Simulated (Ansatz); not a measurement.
**Phonon-limited resistivity of Ag-Pd stack of (111) layers**

Aim: how strongly do electrons couple to phonons in Ag-Pd stack of (111) layers, and what resistivity does that give?

Main program and level: Ansatz 0.2.0; DFT PBEsol, scalar-relativistic, plane waves, PAW.

Report form: the programs' logs are mostly left out.

In doubt: the program doubts the meshes or the phonons of the coupling sums (step 5), which bears on λ, Tc and transport values.

### 1. The starting structure

The cell holds 2 atoms: 1 Ag and 1 Pd. Cell: a = 2.751 Å, b = 2.751 Å, c = 13.246 Å, α = 90.0°, β = 90.0°, γ = 120.0°. Vacuum lies along c.

### 2. Relaxing cell and atoms

Lattice constant and positions set the bands and the force constants, so the cell is relaxed first.

input.yaml

```yaml
crystal:
  lattice:
    - [2.75065, 0.0, 0.0]
    - [-1.37532, 2.38213, 0.0]
    - [0.0, 0.0, 13.24589]
  atoms:
    - { symbol: Ag, position: [0.0, 0.0, 0.41522306] }
    - { symbol: Pd, position: [0.33333333, 0.66666667, 0.58477694] }
  periodic: [true, true, false]
kpoints:
  mp_grid: { grid: [12, 12, 1] }
hamiltonian:
  xc: pbesol
scf:
  occupations: { method: gaussian, width: 0.1 }
output:
  forces: true
  stress: true
  eigenvalues: true
  write_density: true
  write_potential: true
  elf: true
  volumetric_format: npy
relax:
  adjacent_minimum: "off"
  f_tol: 0.005
  max_steps: 80
  cell: { stress_2d_tol: 0.02 }
```

Started as:

```
ansatz run input.yaml --threads 4 --pin off --max-ram 16384MiB --backend cpu --events-out ev --progress --plain --runs-dir out
```

The job ended after 13 s (4 threads of Arm Neoverse V2, shared host; peak memory 0.48 GiB; 47 s of CPU time).

Step by step:

```tsv
step	energy less that of the first step (eV)	largest force component (eV/Å)	volume (Å³)
1	0.0000	0.1803	185.38
2	-0.0099	0.0654	182.04
3	-0.0105	0.0112	181.35
4	-0.0105	0.0001	181.61
5*	-0.0103	0.0000	181.61
```

Relaxation steps marked * repeat the geometry before them on a plane-wave basis chosen anew for their cell, so energy and pressure can jump there.

Forces are held to the 6 operations that the run works with; a distortion that breaks them can't arise in this run.

```tsv
cell as run	before	after	change
a (Å)	2.751	2.723	-1.0 %
b (Å)	2.751	2.723	-1.0 %
```

The atoms that moved most (Å, along periodic axes as changes of fractional coordinates times the final cell, across vacuum about the mean position):

```tsv
atom	dx	dy	dz	length
Ag1	0.000	0.000	-0.024	0.024
Pd2	0.000	0.000	0.024	0.024
```

The relaxed structure:

```cif
data_structure
_symmetry_space_group_name_H-M 'P 1'
_symmetry_Int_Tables_number 1
_cell_length_a 2.7225
_cell_length_b 2.7225
_cell_length_c 28.2918
_cell_angle_alpha 90.000
_cell_angle_beta 90.000
_cell_angle_gamma 120.000
_cell_volume 181.61
loop_
_atom_site_label
_atom_site_type_symbol
_atom_site_fract_x
_atom_site_fract_y
_atom_site_fract_z
_atom_site_occupancy
Ag1 Ag 0.00000 0.00000 0.19354 1
Pd2 Pd 0.33333 0.66667 0.27465 1
```

Numbers from this step:

```yaml
metallic_on_mesh: yes
gap_on_the_k_mesh: 0 eV
```

Electrostatic potential energy in the ca plane at fractional y = 0.667, with atoms of Pd within 0.2 Å of it. With pseudopotentials it is smooth inside the atoms' cores, unlike the true potential.

Ten even steps from '0' (-43 eV) to '9' (0 eV), each cell a mean:
```
99999999999987445799888999999999999999999999
99999999999987445799888999999999999999999999
99999999999998656888645799999999999999999999
99999999999998888886100489999999999999999999
99999999999999989983000169999999999999999999
99999999999999889983000169999999999999999999
99999999999998888885100379999999999999999999
99999999999998656888534799999999999999999999
```
Columns run along c (16.0 Å, from fractional 0.00 to 0.57 of the cell; values clipped at the 3rd and 97th percentile), rows up along a (2.7 Å). Atoms in or near the plane, at fractional coordinates: Pd at (0.27, 0.33).

ELF in the ca plane at fractional y = 0.667, with atoms of Pd within 0.2 Å of it. It is the smooth field of the valence electrons, not physical close to the nuclei.

Values, 5 rows by 16 columns, each cell a mean:
```
0.00 0.00 0.01 0.07 0.19 0.37 0.20 0.20 0.20 0.10 0.02 0.00 0.00 0.00 0.00 0.00
0.00 0.00 0.01 0.07 0.17 0.29 0.19 0.30 0.28 0.10 0.02 0.00 0.00 0.00 0.00 0.00
0.00 0.00 0.01 0.07 0.17 0.19 0.22 0.46 0.43 0.10 0.02 0.00 0.00 0.00 0.00 0.00
0.00 0.00 0.01 0.07 0.17 0.19 0.23 0.44 0.43 0.10 0.02 0.00 0.00 0.00 0.00 0.00
0.00 0.00 0.01 0.07 0.17 0.24 0.19 0.38 0.34 0.10 0.02 0.00 0.00 0.00 0.00 0.00
```
Columns run along c (16.0 Å, from fractional 0.00 to 0.57 of the cell), rows up along a (2.7 Å). Atoms in or near the plane, at fractional coordinates: Pd at (0.27, 0.33).

Valence density in the ca plane at fractional y = 0.667, with atoms of Pd within 0.2 Å of it. It is the smooth field of the valence electrons, not physical close to the nuclei.

Values in units of 1e0 e/Å³, 5 rows by 16 columns, each cell a mean:
```
0.0 0.0 0.0 0.0 0.2 1.6 0.4 0.3 0.2 0.0 0.0 0.0 0.0 0.0 0.0 0.0
0.0 0.0 0.0 0.0 0.2 0.9 0.3 1.1 0.7 0.0 0.0 0.0 0.0 0.0 0.0 0.0
0.0 0.0 0.0 0.0 0.1 0.3 0.3 6.3 4.3 0.1 0.0 0.0 0.0 0.0 0.0 0.0
0.0 0.0 0.0 0.0 0.1 0.2 0.3 7.8 5.4 0.1 0.0 0.0 0.0 0.0 0.0 0.0
0.0 0.0 0.0 0.0 0.1 0.7 0.3 2.1 1.4 0.0 0.0 0.0 0.0 0.0 0.0 0.0
```
Columns run along c (16.0 Å, from fractional 0.00 to 0.57 of the cell), rows up along a (2.7 Å). Atoms in or near the plane, at fractional coordinates: Pd at (0.27, 0.33).

The relaxation ends with a largest force component of 3.3e-5 eV/Å.

### 3. Tight relaxation

No force is left; the cell is relaxed once more with another smearing and tight thresholds.

input.yaml, the sections that differ from step 2:

```yaml
crystal:
  lattice:
    - [2.7225242316, -2.8572e-06, 0.0]
    - [-1.3612596414, 2.3577765756, 0.0]
    - [0.0, 0.0, 28.2917840871]
  atoms:
    - { symbol: Ag, position: [0.0, 0.0, 0.1935382991] }
    - { symbol: Pd, position: [0.3333333333, 0.6666666667, 0.2746502732] }
  periodic: [true, true, false]
scf:
  occupations: { method: methfessel_paxton, width: 0.2 }
relax:
  adjacent_minimum: "off"
  f_tol: 0.001
  max_steps: 60
  cell: { stress_2d_tol: 0.002 }
# kpoints, hamiltonian, output: as in step 2
```

It took 13 s on 4 threads; peak memory 0.47 GiB.

Little changed from the start: no atom moved by 0.005 Å and no cell edge by 0.1 %.

Valence density in the ca plane at fractional y = 0.667, with atoms of Pd within 0.2 Å of it. It is the smooth field of the valence electrons, not physical close to the nuclei.

Ten steps, logarithmic in the rise over the least value, from '0' (0 e/Å³) to '9' (13 e/Å³), each cell a mean:
```
00000000000013565322232210000000000000000000
00000000000013564322232210000000000000000000
00000000000012443223455310000000000000000000
00000000000012232224788521000000000000000000
00000000000011222236999741000000000000000000
00000000000011222236999741000000000000000000
00000000000012232224788631000000000000000000
00000000000012443223455320000000000000000000
```
Columns run along c (16.0 Å, from fractional 0.00 to 0.57 of the cell), rows up along a (2.7 Å). Atoms in or near the plane, at fractional coordinates: Pd at (0.27, 0.33).

ELF in the ca plane at fractional y = 0.667, with atoms of Pd within 0.2 Å of it. It is the smooth field of the valence electrons, not physical close to the nuclei.

Values, 5 rows by 16 columns, each cell a mean:
```
0.00 0.00 0.01 0.07 0.19 0.37 0.20 0.20 0.20 0.10 0.02 0.00 0.00 0.00 0.00 0.00
0.00 0.00 0.01 0.07 0.18 0.29 0.19 0.30 0.28 0.10 0.02 0.00 0.00 0.00 0.00 0.00
0.00 0.00 0.01 0.07 0.17 0.19 0.22 0.46 0.43 0.10 0.02 0.00 0.00 0.00 0.00 0.00
0.00 0.00 0.01 0.07 0.17 0.19 0.23 0.44 0.43 0.10 0.02 0.00 0.00 0.00 0.00 0.00
0.00 0.00 0.01 0.07 0.17 0.24 0.19 0.38 0.34 0.10 0.02 0.00 0.00 0.00 0.00 0.00
```
Columns run along c (16.0 Å, from fractional 0.00 to 0.57 of the cell), rows up along a (2.7 Å). Atoms in or near the plane, at fractional coordinates: Pd at (0.27, 0.33).

Electrostatic potential energy in the ca plane at fractional y = 0.667, with atoms of Pd within 0.2 Å of it. With pseudopotentials it is smooth inside the atoms' cores, unlike the true potential.

Ten even steps from '0' (-43 eV) to '9' (0 eV), each cell a mean:
```
99999999999987445799888999999999999999999999
99999999999987445799888999999999999999999999
99999999999998656888645799999999999999999999
99999999999998888886100489999999999999999999
99999999999999989983000169999999999999999999
99999999999999889983000169999999999999999999
99999999999998888885100379999999999999999999
99999999999998656888534799999999999999999999
```
Columns run along c (16.0 Å, from fractional 0.00 to 0.57 of the cell; values clipped at the 3rd and 97th percentile), rows up along a (2.7 Å). Atoms in or near the plane, at fractional coordinates: Pd at (0.27, 0.33).

### 4. Phonons by linear response: q 2×2×1, k 6×6×1

Before any scattering is computed, the phonons show whether the structure is a minimum.

input.yaml

```yaml
crystal:
  lattice:
    - [2.7218240269, -2.8565e-06, 0.0]
    - [-1.3609095397, 2.3571701802, 0.0]
    - [0.0, 0.0, 28.2917840871]
  atoms:
    - { symbol: Ag, position: [0.0, 0.0, 0.1935123776] }
    - { symbol: Pd, position: [0.3333333333, 0.6666666667, 0.2746761947] }
  periodic: [true, true, false]
kpoints:
  mp_grid: { grid: [6, 6, 1] }
hamiltonian:
  xc: pbesol
scf:
  occupations: { method: methfessel_paxton, width: 0.2 }
output:
  eigenvalues: true
phonons:
  method: dfpt
  qmesh: [2, 2, 1]
  temperatures: { t_max: 1000, t_step: 50 }
  qpath:
    path:
      - [0.0, 0.0, 0.0]
      - [0.5, 0.0, 0.0]
      - [0.33333333, 0.33333333, 0.0]
      - [0.0, 0.0, 0.0]
    npoints: 10
```

Run time: 26 s. Hardware: 4 threads; peak memory 0.74 GiB; 97 s of CPU time.

Numbers from this step:

```yaml
share_of_imaginary_modes_in_the_plain_interpolation_between_solved_wavevectors: 0.0113
highest_frequency_solved_or_plainly_interpolated: 222.5 cm⁻¹
```

Solved on the 2×2×1 mesh alone; all other wavevectors are interpolated. The phonon branches at the labelled points (cm⁻¹):

```tsv
point	branch 1	branch 2	branch 3	branch 4	branch 5	branch 6
Γ	0	0	0	59	59	159
halfway	37	84	112	112	146	166
M	72	118	121	147	166	222
halfway	76	114	143	158	167	214
K	85	107	156	168	190	193
halfway	45	101	117	128	148	175
Γ	0	0	0	59	59	159
```

Among the solved wavevectors the lowest mode, translations apart, is 59.1 cm⁻¹, so these are real on this k mesh.

### 5. Resistivity: q 3×3×1, k 9×9×1, scattering 18×18×1

Phonons, couplings and the Boltzmann equation in one run.

Edit input.yaml of step 4 so:

```diff
@@ -10,3 +10,3 @@
 kpoints:
-  mp_grid: { grid: [6, 6, 1] }
+  mp_grid: { grid: [9, 9, 1] }
 hamiltonian:
@@ -19,3 +19,3 @@
   method: dfpt
-  qmesh: [2, 2, 1]
+  qmesh: [3, 3, 1]
   temperatures: { t_max: 1000, t_step: 50 }
@@ -28 +28,4 @@
     npoints: 10
+  electrical_resistivity:
+    mesh: [18, 18, 1]
+    temperatures: [20.0, 50.0, 77.0, 100.0, 150.0, 200.0, 300.0, 400.0, 600.0, 800.0]
```

Run time: 1.9 min. Hardware: 4 threads; peak memory 1.6 GiB; 7.2 min of CPU time.

Numbers from this step:

* zero point energy: 0.04780 eV/cell
* share of imaginary modes in the plain interpolation between solved wavevectors: 0
* highest frequency, solved or plainly interpolated: 223.3 cm⁻¹
* cell height: 28.29 Å
* sheet resistance 300K: 67.48 Ω/square, mean in the plane
* resistivity at 300 K: 19.09 μΩ cm, mean of the axes, of the whole cell with its vacuum
* coupling constant λ: 0.2016
* density of states at the Fermi level: 0.5563 states/eV a spin and cell
* log mean phonon energy ħω_log: 11.77 meV
* transport coupling constant λ_tr: 0.194, 0.194, 0 (xx, yy, zz)
* Drude plasma energy: 3.189, 3.189, 0 eV (xx, yy, zz), of the whole cell with its vacuum
* second-moment phonon energy ħω₂: 15.54 meV, from the broadened α²F curve
* coupling λ by branch: 0.0549, 0.0301, 0.0465, 0.0315, 0.0337, 0.00497 (branches by rank of frequency)

Solved on the 3×3×1 mesh alone; all other wavevectors are interpolated. Phonon branches along the path, in cm⁻¹:

```tsv
point	branch 1	branch 2	branch 3	branch 4	branch 5	branch 6
Γ	0	0	0	60	60	161
halfway	43	84	112	126	157	172
M	78	113	128	134	194	223
halfway	81	119	135	153	182	215
K	84	119	152	160	190	193
halfway	50	104	118	134	163	179
Γ	0	0	0	60	60	161
```

The Eliashberg function α²F has structure finer than the step of the table below, so its rows give means over 1 meV, whole bins alone (the curve runs from 0.108 to 27.6 meV). Peaks (meV: height): α²F 10.1: 0.0645, 14.6: 0.260, 16.8: 0.209, 20.0: 0.0948, 21.1: 0.086, 22.6: 0.242; α²F tr 10.1: 0.0786, 14.6: 0.280, 16.6: 0.174, 21.1: 0.0844, 22.6: 0.294.

Eliashberg function α²F against phonon energy; means over each step:

```tsv
phonon energy (meV)	α²F	α²F tr
1	0.00169	6.2e-4
2	0.00445	0.00187
3	0.0107	0.00495
4	0.0145	0.00894
5	0.0154	0.0109
6	0.0153	0.0123
7	0.0167	0.0162
8	0.0216	0.0247
9	0.0310	0.0399
10	0.0565	0.0684
11	0.0179	0.0205
12	0.0205	0.0246
13	0.0316	0.0384
14	0.0937	0.0788
15	0.115	0.141
16	0.0994	0.120
17	0.186	0.154
18	0.163	0.149
19	0.0641	0.0618
20	0.0437	0.0315
21	0.0563	0.0567
22	0.0668	0.0776
23	0.157	0.180
24	0.0930	0.0842
25	0.0126	0.0139
26	0.0102	0.0129
27	0.00709	0.00910
```

Of the whole cell with its vacuum, so only the sheet resistance is a property of the layer; the means are those of the plane. Resistivity, by row:

```tsv
T (K)	ρ_xx (μΩ cm)	ρ_yy	ρ_zz	ρ by Ziman's lowest order, mean	ρ by relaxation times, mean	within 2 % of the coarser mesh
20	0.08504	0.08504	-	0.1527	0.2018	no
50	1.241	1.241	-	1.669	1.699	no
77	3.158	3.158	-	3.897	3.93	no
100	4.929	4.929	-	5.909	5.958	no
150	8.665	8.665	-	10.2	10.24	no
200	12.22	12.22	-	14.34	14.33	no
300	19.09	19.09	-	22.43	22.27	no
400	25.86	25.86	-	30.47	30.11	no
600	39.34	39.34	-	46.79	45.8	no
800	52.76	52.76	-	63.55	61.55	no
```

The cell's resistivity over its height. Table of sheet resistance, along x by temperature:

```tsv
temperature (K)	sheet resistance, along x (Ω/square)
20	0.301
50	4.39
77	11.2
100	17.4
150	30.6
200	43.2
300	67.5
400	91.4
600	139
800	186
```

Some points of the scattering mesh along the symmetry lines, up to three branches each (those of largest λ), at most 39 rows; the frequencies are those of the scattering step, which can differ from the solved and plainly interpolated ones; single rows converge slowly. Mode couplings:

```tsv
q1	q2	q3	branch	ħω (meV)	λ_q	half width (meV)
0.1667	0	0	1	3.17	0.206	0.00361
0.1667	0	0	4	12.52	0.0388	0.0106
0.1667	0	0	5	15.15	0.0281	0.0113
0.5	0	0	2	13.88	0.0792	0.0267
0.5	0	0	4	16.81	0.111	0.0549
0.5	0	0	5	24.32	0.0473	0.0489
0.4444	0.1111	0	2	14.52	0.0902	0.0332
0.4444	0.1111	0	4	17.9	0.106	0.0596
0.4444	0.1111	0	5	23.79	0.0565	0.0558
0.3889	0.2222	0	1	10.32	0.0479	0.00892
0.3889	0.2222	0	3	18.15	0.162	0.0934
0.3889	0.2222	0	5	22.51	0.0659	0.0584
0.2778	0.2778	0	1	10.06	0.0445	0.00788
0.2778	0.2778	0	3	17.59	0.183	0.099
0.2778	0.2778	0	5	22.32	0.0591	0.0514
0.2222	0.2222	0	1	8.51	0.0366	0.00463
0.2222	0.2222	0	3	15.99	0.065	0.0291
0.2222	0.2222	0	5	22.51	0.0332	0.0294
0.1667	0.1667	0	1	6.29	0.0691	0.00477
0.1667	0.1667	0	3	14.76	0.0248	0.00944
0.1667	0.1667	0	4	16.83	0.02	0.0099
0.0556	0.0556	0	1	1.3	0.0963	2.86e-4
0.0556	0.0556	0	2	4.78	0.0263	0.00105
0.0556	0.0556	0	3	7.56	0.0257	0.00257
```

Largest shares of lambda; single rows converge slowly. Strongest modes:

```tsv
q1	q2	q3	star	branch	ħω (meV)	λ_q	half width (meV)
0.2222	0.3333	0	12	3	17.74	0.1605	0.08833
0.2778	0.3333	0	12	3	18.61	0.1599	0.09675
0.05556	0.1111	0	12	1	2.628	0.1435	0.001732
0.05556	0.1667	0	12	1	4.042	0.137	0.003911
0	0.1667	0	6	1	3.169	0.2057	0.00361
0.2222	0.2778	0	12	3	16.89	0.1022	0.05093
0.1667	0.3889	0	12	3	17.44	0.09681	0.05145
0.05556	0.4444	0	12	4	16.96	0.09466	0.04756
```

300 K. The cumulative share of the conductivity, along x by mean free path:

```tsv
mean free path (nm)	cumulative share of the conductivity, along x
4.47	0.00360
5.01	0.0115
5.62	0.0145
6.31	0.0149
7.08	0.0154
7.94	0.0230
8.91	0.0252
10	0.0313
11.2	0.0469
12.6	0.0542
14.1	0.144
15.8	0.328
17.8	0.460
19.9	0.563
22.4	0.670
25.1	0.954
28.2	0.995
31.6	0.997
35.5	0.998
```

Resistivity by mesh:

```tsv
mesh	T (K)	mean rho (μΩ cm)
18x18x1	20	0.08504
18x18x1	300	19.09
18x18x1	800	52.76
9x9x1	20	0.07791
9x9x1	300	18.11
9x9x1	800	47.33
```

No LO-TO term; unit eigenvectors of the mass-weighted matrix. Modes at Γ, with each element's share of the kinetic energy:

```tsv
mode	frequency (cm⁻¹)	symmetry	Ag %	Pd %
1	0.0	unnamed	50	50
2	0.0	unnamed	50	50
3	0.0	unnamed	50	50
4	60.1	E	50	50
5	60.1	E	50	50
6	160.6	A1	50	50
```

Displacements in mode 5 (60.1 cm⁻¹), the largest set to 1:
```
Ag1 -0.99 -0.41  0.00
Pd2  1.00  0.42  0.00
```

Displacements in mode 6 (160.6 cm⁻¹), the largest set to 1:
```
Ag1  0.00  0.00 -0.99
Pd2  0.00  0.00  1.00
```

The modes has structure finer than the step of the table below, so its rows give means over 10 cm⁻¹, whole bins alone (the curve runs from -10 to 239 cm⁻¹). Peaks (cm⁻¹: height): Ag 77.8: 0.0397, 101.4: 0.0182, 118.6: 0.0244, 132.7: 0.0255, 161.0: 0.0217, 190.8: 0.0132, 204.9: 0.0270; Pd 74.7: 0.0132, 120.2: 0.0567, 131.2: 0.0600, 162.5: 0.0259, 175.1: 0.0352.

Phonopy on the run's constants, 21x21x1 mesh, Gaussian sigma 2.0 cm⁻¹. The modes by wavenumber; means over each step; values in 1/cm⁻¹/cell:

```tsv
wavenumber (cm⁻¹)	Ag	Pd
0	0.00104	0.00102
10	0.00158	0.00151
20	0.00327	0.00296
30	0.00494	0.00419
40	0.00578	0.00435
50	0.00912	0.00593
60	0.0121	0.00713
70	0.0199	0.0104
80	0.0301	0.0113
90	0.0103	0.00674
100	0.0121	0.0104
110	0.0175	0.0163
120	0.0205	0.0433
130	0.0213	0.0506
140	0.0161	0.0268
150	0.0102	0.00907
160	0.0165	0.0170
170	0.0122	0.0228
180	0.0120	0.0278
190	0.00943	0.0161
200	0.0182	0.00208
210	0.0215	0.00142
220	0.0138	7.8e-4
230	4.4e-4	2.3e-5
```

The program warns of modes at or below zero frequency in the interpolation and leaves them out of its thermodynamic sums. Some states were left unconverged by the eigensolver. By its own test the run is not converged in the mesh. λ = 0.202 and 67.5 Ω per square at 300 K. The run's own test puts 5 % between its two finest meshes on the component of the resistivity at 300 K that moves most, so it is not converged. By the run's own test λ moves by 13 % between its two finest scattering meshes.

(Part 1 of 2 ends here.)

[Logs are printed without paths, hosts, clocks, repeated set-up lines and the standing remarks that a program may print on its own settings, such as how far it seeks lower states.]

[Hosts, paths, dates, database ids (printed as entryN), source tags and the programs' standing remarks are cut or masked in the printed files.]
